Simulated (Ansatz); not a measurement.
# GaAs wire along [111], 14 atoms a period, H-terminated: bands by functional

Wanted: the relaxed geometry and the bands of the GaAs wire along [111], 14 atoms a period, H-terminated.

Main program and level: Ansatz 0.2.0; DFT PBE, plane waves, PAW; relaxation of a wire's period; PAW set soft_1, in the first sound run; inputs show where later runs differ.

This is a report of a sequence of runs, with most program output left out.

**1. Starting point**

The cell holds 32 atoms: 7 Ga, 7 As and 18 H. Its edges and angles: a = 13.446 Å, b = 14.446 Å, c = 9.959 Å, α = 90.0°, β = 90.0°, γ = 90.0°. Vacuum lies along a and b. The structure's axis is c.

**2. Relaxation of atoms and period**

Band widths follow the bond lengths, so the wire is relaxed first. The atoms and the third cell vector are free; the box across stays fixed as vacuum. A Fermi-Dirac smearing is set since the result may be a metal. The pressure printed is a third of the stress's trace over the whole box, vacuum included; only the stress along the axis is relaxed.

File input.yaml:

```yaml
crystal:
  lattice:
    - [13.446, 0.0, 0.0]
    - [0.0, 14.446, 0.0]
    - [0.0, 0.0, 9.9592921435]
  atoms:
    - { symbol: Ga, position: [0.348807422, 0.41972533, 0.0] }
    - { symbol: Ga, position: [0.499999747, 0.663470416, 0.0] }
    - { symbol: As, position: [0.348807422, 0.41972533, 0.25] }
    - { symbol: As, position: [0.499999747, 0.663470416, 0.25] }
    - { symbol: As, position: [0.651192071, 0.41972533, 0.25] }
    - { symbol: H, position: [0.252863305, 0.633780904, 0.280451396] }
    - { symbol: H, position: [0.499999747, 0.235359269, 0.280451396] }
    - { symbol: H, position: [0.747136188, 0.633780904, 0.280451396] }
[... 20 atom lines left out ...]
    - { symbol: H, position: [0.595943864, 0.715029265, 0.947118062] }
    - { symbol: H, position: [0.651192071, 0.316607631, 0.947118062] }
    - { symbol: H, position: [0.747136188, 0.47128418, 0.947118062] }
    - { symbol: Ga, position: [0.651192071, 0.41972533, 0.0] }
kpoints:
  mp_grid: { grid: [1, 1, 9] }
scf:
  occupations: { method: fermi_dirac, width: 0.05 }
hamiltonian:
  xc: pbe
  pseudopotentials: { kind: paw, azcp: { folder: soft_1 } }
relax:
  cell: { fix: [a, b, alpha, beta, gamma] }
  max_steps: 45
  f_tol: 0.03
```

Started as:

```sh
$ ansatz run input.yaml --threads 4 --pin off --max-ram 16384MiB --backend cpu --events-out ev --progress --plain --runs-dir out
```

It took 4.5 min on 4 threads of Arm Neoverse V1, shared host; peak memory 4.7 GiB.

The steps of the relaxation:

| step | energy less that of the first step (eV) | largest force component (eV/Å) | pressure (GPa) | volume (Å³) |
| --- | --- | --- | --- | --- |
| 1 | 0.0000 | 1.5661 | -0.32 | 1934.50 |
| 2 | -1.1320 | 0.4805 | -0.17 | 1932.24 |
| 3 | -1.3355 | 0.1335 | -0.02 | 1932.45 |
| 4 | -1.3488 | 0.0552 | -0.01 | 1933.35 |
| 5 | -1.3520 | 0.0882 | 0.00 | 1931.55 |
| 6 | -1.3549 | 0.0215 | 0.00 | 1934.46 |
| 7* | -1.3549 | 0.0215 | 0.00 | 1934.46 |

Relaxation steps marked * repeat the geometry before them on a plane-wave basis chosen anew for their cell, so energy and pressure can jump there.

Forces are held to the 2 operations that the run works with; a distortion that breaks them can't arise in this run.

| cell as run | before | after | change |
| --- | --- | --- | --- |
| c (Å) | 9.959 | 9.959 | -0.0 % |

The atoms that moved most (Å, along periodic axes as changes of fractional coordinates times the final cell, across vacuum about the mean position):

| atom | dx | dy | dz | length |
| --- | --- | --- | --- | --- |
| Ga24 | 0.000 | 0.001 | 0.325 | 0.325 |
| As25 | 0.000 | 0.000 | 0.234 | 0.234 |
| H11 | -0.156 | 0.090 | 0.033 | 0.183 |
| H9 | 0.156 | 0.090 | 0.033 | 0.183 |
| H10 | 0.000 | -0.179 | 0.032 | 0.182 |
| As16 | 0.000 | 0.157 | -0.065 | 0.170 |
| As15 | 0.136 | -0.078 | -0.065 | 0.170 |
| As17 | -0.136 | -0.078 | -0.065 | 0.170 |

This step gave:

```yaml
cell_length_along_the_wire: 9.959 Å
```

The cell's length comes to 9.959 Å with spin left out.

**3. The perfect wire**

This step: DFT PBE, plane waves, PAW; bands of a perfect wire; PAW set soft_1 (Ansatz 0.2.0).

At the relaxed period the bands are computed along the axis; those that cross an energy going forward count the channels that a perfect wire would open there.

File input.yaml:

```yaml
crystal:
  lattice:
    - [13.446, 0.0, 0.0]
    - [0.0, 14.446, 0.0]
    - [0.0, 0.0, 9.9590807028]
  atoms:
    - { symbol: Ga, position: [0.341572964, 0.415777163, 0.987951312] }
    - { symbol: Ga, position: [0.5, 0.671275575, 0.98794319] }
    - { symbol: As, position: [0.355798389, 0.423493145, 0.242322398] }
    - { symbol: As, position: [0.5, 0.655998371, 0.242302912] }
    - { symbol: As, position: [0.644201611, 0.423493145, 0.242322398] }
    - { symbol: H, position: [0.246324426, 0.637259599, 0.288645912] }
    - { symbol: H, position: [0.5, 0.228356198, 0.288666527] }
    - { symbol: H, position: [0.753675574, 0.637259599, 0.288645912] }
[... 20 atom lines left out ...]
    - { symbol: H, position: [0.602662881, 0.714326092, 0.947971983] }
    - { symbol: H, position: [0.647161358, 0.311468908, 0.948087194] }
    - { symbol: H, position: [0.749866011, 0.476927974, 0.947976801] }
    - { symbol: Ga, position: [0.658427036, 0.415777163, 0.987951312] }
kpoints:
  mp_grid: { grid: [1, 1, 9] }
  band_path: { path: ["Γ", Z], npoints: 90 }
scf:
  occupations: { method: fermi_dirac, width: 0.05 }
hamiltonian:
  xc: pbe
  pseudopotentials: { kind: paw, azcp: { folder: soft_1 } }
output:
  dos: { e_range: [-5, 4] }
  write_potential: true
  write_density: true
  volumetric_format: npy
```

It took 12 min on 4 threads; peak memory 13 GiB.

Numbers from this step:

```
band gap : 3.262 eV
```

The electronic bands at the labelled points (eV, zero at the Fermi level; v1 is the highest filled band, c1 the lowest empty one):

| point | v4 | v3 | v2 | v1 | c1 | c2 | c3 | c4 |
| --- | --- | --- | --- | --- | --- | --- | --- | --- |
| Γ | -2.19 | -1.82 | -1.82 | -1.61 | 1.73 | 2.19 | 2.19 | 2.24 |
| halfway | -2.10 | -1.81 | -1.81 | -1.81 | 1.68 | 1.98 | 1.98 | 2.29 |
| Z | -2.05 | -2.05 | -1.79 | -1.79 | 1.65 | 1.96 | 1.96 | 2.00 |

The gap is 3.26 eV, with spin left out.

On this path the gap is indirect, 3.26 eV, with the valence top at Γ and the conduction bottom between Γ and Z. The least direct gap is 3.34 eV.

**4. Another level of theory, cutoff 500 eV, k-mesh 1×1×7**

This step: DFT r2SCAN, plane waves, PAW; bands of a perfect wire at the PBE geometry; PAW set soft_1 (Ansatz 0.2.0).

The atoms stay at the PBE geometry and the functional changes. r2SCAN also reads the kinetic-energy density; it often gives larger moments and wider gaps than PBE, at a higher cost. Against the first PBE run of this kind, the cutoff is 500 eV against 420 and the mesh along the wire has 7 points against 9.

input.yaml: that of step 3 with these lines changed.

```diff
@@ -39,3 +39,3 @@
 kpoints:
-  mp_grid: { grid: [1, 1, 9] }
+  mp_grid: { grid: [1, 1, 7] }
   band_path: { path: ["Γ", Z], npoints: 90 }
@@ -44,8 +44,3 @@
 hamiltonian:
-  xc: pbe
+  xc: r2scan
   pseudopotentials: { kind: paw, azcp: { folder: soft_1 } }
-output:
-  dos: { e_range: [-5, 4] }
-  write_potential: true
-  write_density: true
-  volumetric_format: npy
```

It took 19 min on 4 threads; peak memory 12 GiB; 76 min of CPU time.

This step gave:

```
band gap : 3.643 eV
```

The electronic bands at the labelled points (eV, zero at the Fermi level; v1 is the highest filled band, c1 the lowest empty one):

| point | v4 | v3 | v2 | v1 | c1 | c2 | c3 | c4 |
| --- | --- | --- | --- | --- | --- | --- | --- | --- |
| Γ | -2.41 | -2.04 | -2.04 | -1.81 | 1.97 | 2.37 | 2.37 | 2.46 |
| halfway | -2.33 | -2.03 | -2.03 | -2.01 | 1.89 | 2.18 | 2.18 | 2.57 |
| Z | -2.28 | -2.28 | -2.01 | -2.01 | 1.84 | 2.17 | 2.17 | 2.29 |

The gap is 3.64 eV, against 3.26 eV under PBE at the relaxed period.

**5. Levels at the same atoms, level HSE06, cutoff 420 eV**

This step: DFT HSE06, plane waves, PAW; levels of a perfect wire at the PBE geometry; PAW set soft_1 (Ansatz 0.2.0).

The atoms stay at the PBE geometry and the functional changes. HSE06 mixes in a quarter of short-range exact exchange, which removes part of the self-interaction that closes gaps; it is dear, so the mesh is thinner and no path is run. Against the first PBE run of this kind, the mesh along the wire has 4 points against 9.

input.yaml: that of step 4 with these lines changed.

```diff
@@ -39,4 +39,3 @@
 kpoints:
-  mp_grid: { grid: [1, 1, 7] }
-  band_path: { path: ["Γ", Z], npoints: 90 }
+  mp_grid: { grid: [1, 1, 4] }
 scf:
@@ -44,3 +43,3 @@
 hamiltonian:
-  xc: r2scan
+  xc: hse06
   pseudopotentials: { kind: paw, azcp: { folder: soft_1 } }
```

It took 12 min on 4 threads; peak memory 5.8 GiB; 46 min of CPU time.

This step gave:

```
band gap : 4.122 eV
```

The gap is 4.12 eV, against 3.26 eV under PBE at the relaxed period.

**6. Summary of results**

| Property | Result |
| --- | --- |
| cell length, PBE | 9.959 Å |
| gap, PBE | 3.26 eV |
| gap, r2SCAN | 3.64 eV |
| gap, HSE06 | 4.12 eV |

What this shows: Under PBE the cell's length is 9.96 Å, and a gap of 3.26 eV makes it a semiconductor. At the relaxed period the wire is gapped under every functional, from 3.26 eV (PBE) to 4.12 eV (HSE06). Weak screening in one dimension makes quasiparticle gaps larger than the semilocal gaps, as a rule. Plain hydrogen on a compound's surface is a simple closure: it may leave surface states, and facets that end in unlike atoms put a field across the wire, both of which shrink the gap. A hybrid's gap is read on a coarse mesh, without a band path.

[Logs are printed without paths, hosts, clocks, repeated set-up lines and the standing remarks that a program may print on its own settings, such as how far it seeks lower states.]

[Hosts, paths, dates, database ids (printed as entryN), source tags and the programs' standing remarks are cut or masked in the printed files.]
